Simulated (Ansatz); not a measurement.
# Phonons of Cr3GaN (Pm-3m) against volume, part 2 of 2

Wanted: mode Grüneisen parameters of Cr3GaN (Pm-3m).

Ansatz 0.2.0; DFT PBEsol, scalar-relativistic, plane waves, PAW; PAW set soft_1.

So far, highest frequency on path, mesh or solved points (cm⁻¹): step 2 (the dispersion) 747.

## 4. Phonons at the other volume, volume ratio 0.97

The phonons are repeated at this volume on the same meshes, so that differences come from the volume alone.

input.yaml reads:

```yaml
crystal:
  lattice:
    - [3.7377937267, 0.0, 0.0]
    - [0.0, 3.7377937267, 0.0]
    - [0.0, 0.0, 3.7377937267]
  atoms:
    - { symbol: Cr, position: [0.5, 0.0, 0.5] }
    - { symbol: Cr, position: [0.0, 0.5, 0.5] }
    - { symbol: Cr, position: [0.5, 0.5, 0.0] }
    - { symbol: Ga, position: [0.0, 0.0, 0.0] }
    - { symbol: "N", position: [0.5, 0.5, 0.5] }
kpoints:
  mp_grid: { grid: [12, 12, 12] }
hamiltonian:
  xc: pbesol
  pseudopotentials: { kind: paw, azcp: { folder: soft_1 }, xc_functional: pbe }
scf:
  occupations: { method: methfessel_paxton, width: 0.2 }
output:
  eigenvalues: true
phonons:
  method: dfpt
  qmesh: [2, 2, 2]
  temperatures: { t_max: 1000, t_step: 50 }
  qpath:
    path:
      - [[0.0, 0.0, 0.0], [0.0, 0.5, 0.0], [0.5, 0.5, 0.0], [0.0, 0.0, 0.0], [0.5, 0.5, 0.5], [0.0, 0.5, 0.0]]
      - [[0.5, 0.5, 0.5], [0.5, 0.5, 0.0]]
    npoints: 10
```

Launch:

```sh
$ ansatz run input.yaml --threads 4 --pin off --max-ram 10240MiB --backend cpu --events-out ev --progress --plain --runs-dir out
```

Log:

```text
[...]
Crystal: 5 atoms, lattice volume = 52.221 Å³
Basis set: ecut = 420 eV, 1021 PW (Γ), exchange–correlation on 50×50×50 points (8 copies of the dense FFT grid, shifted against one another)
Bands: 36, of which v1, the nominal top of the filled ones, is band 30 counted from 1 (29 counted from 0)
Symmetry: 48 space group operations
k-points: 84 of 1728
[...]
SCF iter   1: F=—  HF=-14175.443918 eV  |F-HF|=—  |Δ(HF+E_count)|=         —  Δρ=2.04e-1  dr2=2.07e1  ethr=3.10e-3  ⟨swp⟩=5.1  Hψ=9784  notcnv=0
[...]
SCF iter  13: F=-14170.995850 eV  HF=-14170.995850 eV  |F-HF|=3.64e-12  |Δ(HF+E_count)|=  1.64e-11  S|Δr|=    0.00e0  Δρ=7.67e-8  dr2=2.53e-12  ethr=1.00e-12  ⟨swp⟩=5.3  Hψ=12542  notcnv=0
[...]
SCF 1 converged in 13 iterations: F = -14170.995850 eV  dr2 = 2.53e-12
[...]
SCF iter   4: F=-14170.995850 eV  HF=-14170.995850 eV  |F-HF|=9.09e-12  |Δ(HF+E_count)|=  9.09e-12  S|Δr|=    0.00e0  Δρ=9.82e-8  dr2=4.79e-12  ethr=1.00e-12  ⟨swp⟩=1.9  Hψ=6708  notcnv=0
SCF 2 converged in 4 iterations: F = -14170.995850 eV  dr2 = 4.79e-12
[...]
NSCF: frozen V_eff on 84 k-points
[...]
SCF converged after 13 iterations
[...]
Free energy (F): -14170.995850 eV
[...]
Internal energy: -14170.993325 eV  (E = F + TS)
E sigma→0 (E₀):  -14170.995219 eV
Entropy (-TS):   -0.002525 eV (-0.505 meV/atom)
Fermi energy:    18.206435 eV
[...]
--- Band table (eV; the first three rows and the last of 84) ---
  k-point 0: bands = [... 26 lower, 15.3422, 18.3353, 18.3353, 18.3353, 18.7450, 18.7450, 20.0534, 20.2367, ... 2 higher]
  k-point 1: bands = [... 26 lower, 15.4048, 18.2551, 18.2551, 18.3030, 18.5792, 18.7459, 19.9998, 20.1335, ... 2 higher]
  k-point 2: bands = [... 26 lower, 15.5869, 18.1245, 18.1245, 18.1823, 18.2131, 18.7471, 19.8424, 20.0372, ... 2 higher]
  k-point 83: bands = [... 26 lower, 16.9408, 16.9408, 17.1483, 17.1483, 17.1483, 18.8277, 18.8277, 19.9864, ... 2 higher]
[...]
ASR residual: 8.159e-5 → 0.000e0 eV/Å²; symmetrization residual: 2.315e-6 eV/Å²
  ASR residual per site (eV/Å²): 3.21e-5 3.21e-5 3.21e-5 8.16e-5 4.25e-5
[...]
--- Phonons (arbitrary-q DFPT): 4 irreducible q on the 2×2×2 mesh ---
[...]
interpolated dispersion: 62 rows × 15 modes
[...]
```

The job ended after 9.7 min (4 threads of Arm Neoverse V1, shared host; peak memory 2.2 GiB).

Read from the output:

```
sum-rule residual before enforcement                       : 8.16e-5 eV/Å²
highest frequency on path, mesh or solved points           : 782.4 cm⁻¹
mean frequency                                             : 321.1 cm⁻¹
Debye temperature (second moment)                          : 730 K
logarithmic mean frequency                                 : 263.1 cm⁻¹
highest optical mode at the zone centre (no LO-TO term)    : 720.7 cm⁻¹
lowest optical zone-centre mode                            : 114.9 cm⁻¹
lowest mode on the q mesh (acoustic modes at Γ apart)      : 114.9 cm⁻¹
zero-point energy per atom                                 : 59.72 meV
heat capacity at 300 K                                     : 20.04 J/(mol atoms K)
vibrational entropy at 300 K                               : 22.13 J/(mol atoms K)
edges of the widest gap between branches, on path and mesh : 416.2, 720.7 cm⁻¹
```

Frequencies (cm⁻¹) solved at each irreducible wavevector; negative means imaginary. Frequencies by wavevector, by row:

| q in reciprocal lattice units | star | mode 1 | mode 2 | mode 3 | mode 4 | mode 13 | mode 14 | mode 15 |
| --- | --- | --- | --- | --- | --- | --- | --- | --- |
| 0 0 0 | 1 | 0 | 0 | 0 | 114.9 | 720.7 | 720.7 | 720.7 |
| 0 0 -0.5 | 3 | 121.8 | 121.8 | 149.8 | 149.8 | 740.3 | 740.3 | 770.1 |
| 0 -0.5 -0.5 | 3 | 134.5 | 171.7 | 171.7 | 182.2 | 756.7 | 777.4 | 777.4 |
| -0.5 -0.5 -0.5 | 1 | 148.1 | 148.1 | 148.1 | 174.2 | 782.4 | 782.4 | 782.4 |

The highest optical mode at the zone centre (no LO-TO term) is 720.7 cm⁻¹, +41.2 cm⁻¹ against the base run.

## 5. Relaxing at another volume, volume ratio 1.03

The volume is scaled by 1.03 and held; symmetry leaves nothing to relax, so this is a single point. The modes can then be followed against volume.

input.yaml, the sections that differ from step 4:

```yaml
crystal:
  lattice:
    - [3.813325061, 0.0, 0.0]
    - [0.0, 3.813325061, 0.0]
    - [0.0, 0.0, 3.813325061]
  atoms:
    - { symbol: Cr, position: [0.5, 0.0, 0.5] }
    - { symbol: Cr, position: [0.0, 0.5, 0.5] }
    - { symbol: Cr, position: [0.5, 0.5, 0.0] }
    - { symbol: Ga, position: [0.0, 0.0, 0.0] }
    - { symbol: "N", position: [0.5, 0.5, 0.5] }
output:
  forces: true
  stress: true
  eigenvalues: true
# kpoints, hamiltonian, scf: as in step 4
# phonons: removed
```

Log:

```text
[...]
Crystal: 5 atoms, lattice volume = 55.451 Å³
Basis set: ecut = 420 eV, 1045 PW (Γ), exchange–correlation on 54×54×54 points (8 copies of the dense FFT grid, shifted against one another)
Bands: 36, of which v1, the nominal top of the filled ones, is band 30 counted from 1 (29 counted from 0)
Symmetry: 48 space group operations
[...]
k-points: 84 of 1728
[...]
k-point 0: bands = [... 26 lower, 14.3058, 17.0796, 17.0796, 17.0796, 17.4646, 17.4646, 18.6530, 18.8259, ... 2 higher]
  k-point 1: bands = [... 26 lower, 14.3646, 17.0082, 17.0082, 17.0504, 17.3137, 17.4656, 18.6044, 18.7439, ... 2 higher]
  k-point 2: bands = [... 26 lower, 14.5354, 16.8908, 16.8908, 16.9388, 16.9688, 17.4669, 18.4614, 18.6492, ... 2 higher]
  k-point 83: bands = [... 26 lower, 15.7808, 15.7808, 15.9982, 15.9982, 15.9982, 17.5301, 17.5301, 18.5958, ... 2 higher]
[key lines of the parts left out:]
SCF converged after 10 iterations
Free energy (F): -14170.999940 eV
Fermi energy:    16.967525 eV
P = ⅓ Tr σ = -7.2400 GPa (-72.400 kbar)
```

It took 4 s on 4 threads; peak memory 0.46 GiB.

This step gave:

- pressure: -7.240 GPa
- volume per atom: 11.09 Å³

The run ends at a pressure of -7.24 GPa.

## 6. Phonons at the other volume, volume ratio 1.03

The phonons are repeated at this volume on the same meshes, so that differences come from the volume alone.

input.yaml, as its differences from that of step 5:

```diff
@@ -19,4 +19,11 @@
 output:
-  forces: true
-  stress: true
   eigenvalues: true
+phonons:
+  method: dfpt
+  qmesh: [2, 2, 2]
+  temperatures: { t_max: 1000, t_step: 50 }
+  qpath:
+    path:
+      - [[0.0, 0.0, 0.0], [0.0, 0.5, 0.0], [0.5, 0.5, 0.0], [0.0, 0.0, 0.0], [0.5, 0.5, 0.5], [0.0, 0.5, 0.0]]
+      - [[0.5, 0.5, 0.5], [0.5, 0.5, 0.0]]
+    npoints: 10
```

Log:

```text
[...]
Crystal: 5 atoms, lattice volume = 55.451 Å³
Basis set: ecut = 420 eV, 1045 PW (Γ), exchange–correlation on 54×54×54 points (8 copies of the dense FFT grid, shifted against one another)
Bands: 36, of which v1, the nominal top of the filled ones, is band 30 counted from 1 (29 counted from 0)
Symmetry: 48 space group operations
k-points: 84 of 1728
[...]
k-point 83: bands = [... 26 lower, 15.7808, 15.7808, 15.9982, 15.9982, 15.9982, 17.5301, 17.5301, 18.5959, ... 2 higher]
[...]
ASR residual: 4.802e-5 → 0.000e0 eV/Å²; symmetrization residual: 2.587e-6 eV/Å²
  ASR residual per site (eV/Å²): 3.37e-5 3.37e-5 3.37e-5 4.80e-5 1.90e-5
[...]
--- Phonons (arbitrary-q DFPT): 4 irreducible q on the 2×2×2 mesh ---
[...]
interpolated dispersion: 62 rows × 15 modes
[...]
[key lines of the parts left out:]
SCF converged after 13 iterations
Free energy (F): -14170.999940 eV
Fermi energy:    16.967537 eV
```

The job ended after 10 min (4 threads; peak memory 2.3 GiB; 40 min of CPU time).

Read from the output:

```
sum-rule residual before enforcement                       : 4.80e-5 eV/Å²
highest frequency on path, mesh or solved points           : 713.9 cm⁻¹
mean frequency                                             : 288.7 cm⁻¹
Debye temperature (second moment)                          : 656 K
logarithmic mean frequency                                 : 237.2 cm⁻¹
highest optical mode at the zone centre (no LO-TO term)    : 639.8 cm⁻¹
lowest optical zone-centre mode                            : 93.83 cm⁻¹
lowest mode on the q mesh (acoustic modes at Γ apart)      : 93.83 cm⁻¹
zero-point energy per atom                                 : 53.7 meV
heat capacity at 300 K                                     : 20.72 J/(mol atoms K)
vibrational entropy at 300 K                               : 24.22 J/(mol atoms K)
edges of the widest gap between branches, on path and mesh : 364.4, 639.8 cm⁻¹
```

Frequencies (cm⁻¹) solved at each irreducible wavevector; negative means imaginary. Frequencies by wavevector, by row:

| q in reciprocal lattice units | star | mode 1 | mode 2 | mode 3 | mode 4 | mode 13 | mode 14 | mode 15 |
| --- | --- | --- | --- | --- | --- | --- | --- | --- |
| 0 0 0 | 1 | 0 | 0 | 0 | 93.8 | 639.8 | 639.8 | 639.8 |
| 0 0 -0.5 | 3 | 105.2 | 105.2 | 138.4 | 138.4 | 659.3 | 659.3 | 702.9 |
| 0 -0.5 -0.5 | 3 | 133.2 | 159.7 | 159.7 | 169.5 | 675.7 | 709.9 | 709.9 |
| -0.5 -0.5 -0.5 | 1 | 143.3 | 143.3 | 143.3 | 162 | 713.9 | 713.9 | 713.9 |

The highest optical mode at the zone centre (no LO-TO term) is 639.8 cm⁻¹, -39.7 cm⁻¹ against the base run.

## 7. Grüneisen parameters

The Grüneisen parameter of a mode is minus the logarithmic change of its frequency with volume, −d ln ω / d ln V; weighted by heat capacity it gives the expansion.

This step gave:

- bulk modulus: 262.1 GPa

Phonon branches along the path, in cm⁻¹:

| point | branch 1 | branch 2 | branch 3 | branch 4 | branch 12 | branch 13 | branch 14 | branch 15 |
| --- | --- | --- | --- | --- | --- | --- | --- | --- |
| Γ | 0 | 0 | 0 | 104 | 217 | 680 | 680 | 680 |
| halfway | 77 | 77 | 132 | 132 | 288 | 689 | 689 | 706 |
| X | 114 | 114 | 144 | 144 | 377 | 699 | 699 | 736 |
| halfway | 142 | 150 | 155 | 156 | 364 | 707 | 718 | 739 |
| M | 134 | 166 | 166 | 178 | 367 | 715 | 743 | 743 |
| halfway | 113 | 121 | 154 | 156 | 295 | 698 | 712 | 712 |
| Γ | 0 | 0 | 0 | 104 | 217 | 680 | 680 | 680 |
| halfway | 134 | 134 | 151 | 175 | 309 | 717 | 717 | 719 |
| R | 146 | 146 | 146 | 168 | 390 | 747 | 747 | 747 |
| halfway | 151 | 151 | 159 | 164 | 359 | 722 | 724 | 742 |
| X | 114 | 114 | 144 | 144 | 377 | 699 | 699 | 736 |
| jump to R | 146 | 146 | 146 | 168 | 390 | 747 | 747 | 747 |
| halfway | 140 | 163 | 163 | 171 | 373 | 728 | 745 | 745 |
| M | 134 | 166 | 166 | 178 | 367 | 715 | 743 | 743 |

The same for volume x 0.97:

| point | branch 1 | branch 2 | branch 3 | branch 4 | branch 12 | branch 13 | branch 14 | branch 15 |
| --- | --- | --- | --- | --- | --- | --- | --- | --- |
| Γ | 0 | 0 | 0 | 115 | 232 | 721 | 721 | 721 |
| X | 122 | 122 | 150 | 150 | 402 | 740 | 740 | 770 |
| M | 134 | 172 | 172 | 182 | 392 | 757 | 777 | 777 |
| Γ | 0 | 0 | 0 | 115 | 232 | 721 | 721 | 721 |
| R | 148 | 148 | 148 | 174 | 416 | 782 | 782 | 782 |
| X | 122 | 122 | 150 | 150 | 402 | 740 | 740 | 770 |
| R | 148 | 148 | 148 | 174 | 416 | 782 | 782 | 782 |
| M | 134 | 172 | 172 | 182 | 392 | 757 | 777 | 777 |

The same for volume x 1.03:

| point | branch 1 | branch 2 | branch 3 | branch 4 | branch 12 | branch 13 | branch 14 | branch 15 |
| --- | --- | --- | --- | --- | --- | --- | --- | --- |
| Γ | 0 | 0 | 0 | 94 | 203 | 640 | 640 | 640 |
| X | 105 | 105 | 138 | 138 | 353 | 659 | 659 | 703 |
| M | 133 | 160 | 160 | 170 | 342 | 676 | 710 | 710 |
| Γ | 0 | 0 | 0 | 94 | 203 | 640 | 640 | 640 |
| R | 143 | 143 | 143 | 162 | 364 | 714 | 714 | 714 |
| X | 105 | 105 | 138 | 138 | 353 | 659 | 659 | 703 |
| R | 143 | 143 | 143 | 162 | 364 | 714 | 714 | 714 |
| M | 133 | 160 | 160 | 170 | 342 | 676 | 710 | 710 |

Mode Grueneisen parameter -dln(w)/dln(V), modes matched by rank; at Γ the acoustic branches take the value of a neighbouring point of the path. Mode grüneisen parameters along the path, in :

| point | branch 1 | branch 2 | branch 3 | branch 4 | branch 12 | branch 13 | branch 14 | branch 15 |
| --- | --- | --- | --- | --- | --- | --- | --- | --- |
| Γ | 1.26 | 1.26 | 1.67 | 3.38 | 2.19 | 1.98 | 1.98 | 1.98 |
| halfway | 1.76 | 1.76 | 2.34 | 2.34 | 1.94 | 1.96 | 1.96 | 1.75 |
| X | 2.44 | 2.44 | 1.32 | 1.32 | 2.17 | 1.93 | 1.93 | 1.52 |
| halfway | 0.82 | 1.54 | 1.40 | 1.55 | 2.25 | 1.91 | 1.73 | 1.52 |
| M | 0.16 | 1.21 | 1.21 | 1.20 | 2.31 | 1.89 | 1.51 | 1.51 |
| halfway | 1.34 | 0.86 | 1.92 | 1.61 | 1.93 | 1.93 | 1.74 | 1.74 |
| Γ | 1.22 | 1.41 | 1.74 | 3.38 | 2.19 | 1.98 | 1.98 | 1.98 |
| halfway | 1.03 | 1.03 | 1.20 | 1.54 | 1.86 | 1.73 | 1.73 | 1.73 |
| R | 0.55 | 0.55 | 0.55 | 1.21 | 2.21 | 1.52 | 1.52 | 1.52 |
| halfway | 1.01 | 0.97 | 1.35 | 1.38 | 2.22 | 1.72 | 1.72 | 1.52 |
| X | 2.44 | 2.44 | 1.32 | 1.32 | 2.17 | 1.93 | 1.93 | 1.52 |
| jump to R | 0.55 | 0.55 | 0.55 | 1.21 | 2.21 | 1.52 | 1.52 | 1.52 |
| halfway | 0.38 | 0.99 | 0.99 | 1.33 | 2.21 | 1.72 | 1.52 | 1.52 |
| M | 0.16 | 1.21 | 1.21 | 1.20 | 2.31 | 1.89 | 1.51 | 1.51 |

(dS/dlnV)/C_V. The thermodynamic Grueneisen parameter by temperature:

| temperature (K) | thermodynamic Grueneisen parameter |
| --- | --- |
| 50 | 1.51 |
| 100 | 1.62 |
| 150 | 1.67 |
| 200 | 1.69 |
| 250 | 1.70 |
| 300 | 1.71 |
| 350 | 1.71 |
| 400 | 1.72 |
| 450 | 1.72 |
| 500 | 1.72 |
| 550 | 1.72 |
| 600 | 1.72 |
| 650 | 1.72 |
| 700 | 1.72 |
| 750 | 1.72 |
| 800 | 1.72 |
| 850 | 1.72 |
| 900 | 1.72 |
| 950 | 1.72 |
| 1000 | 1.72 |

Gamma C_V/(B V) at the static volume. The volume expansion by temperature:

| temperature (K) | volume expansion (1e-6/K) |
| --- | --- |
| 50 | 2.77 |
| 100 | 10.2 |
| 150 | 14.7 |
| 200 | 17.4 |
| 250 | 19.2 |
| 300 | 20.5 |
| 350 | 21.5 |
| 400 | 22.2 |
| 450 | 22.7 |
| 500 | 23.2 |
| 550 | 23.5 |
| 600 | 23.7 |
| 650 | 23.9 |
| 700 | 24.1 |
| 750 | 24.2 |
| 800 | 24.4 |
| 850 | 24.5 |
| 900 | 24.6 |
| 950 | 24.6 |
| 1000 | 24.7 |

## 8. What came out

```json
{
  "bulk modulus": "262 GPa",
  "thermodynamic Grüneisen parameter at 300 K": "1.71",
  "volume expansion at 300 K, estimated": "20.51 × 10⁻⁶ K⁻¹"
}
```

What this shows: By this estimate the volume grows by 20.5 × 10⁻⁶ per kelvin at 300 K. The highest optical mode at Γ goes from 721 to 640 cm⁻¹ as the cell grows, a Grüneisen parameter of 1.98. Mode parameters on the path run from 0.16 to 3.4, with a median of 1.8. Branches are matched by rank, so values near crossings are rough. The expansion is the Grüneisen estimate at the static volume, with the static bulk modulus. The q mesh stands for a supercell only 7.6 Å across, so branches between the solved wavevectors are rough. With no gap, or one that is small against the smearing, the frequencies hang on the k mesh and the smearing, most of all near Kohn anomalies. The phonon runs are without spin polarisation, although Cr often carries a moment. The PAW files were made for PBE and serve the other functionals too.

[Long decimals in the printed logs are rounded to 6 places.]

[Logs are printed without paths, hosts, clocks, repeated set-up lines and the standing remarks that a program may print on its own settings, such as how far it seeks lower states.]

[Hosts, paths, dates, database ids (printed as entryN), source tags and the programs' standing remarks are cut or masked in the printed files.]

[Where the starting crystal was built by hand or by swapping elements, it need not be the compound's stable phase.]
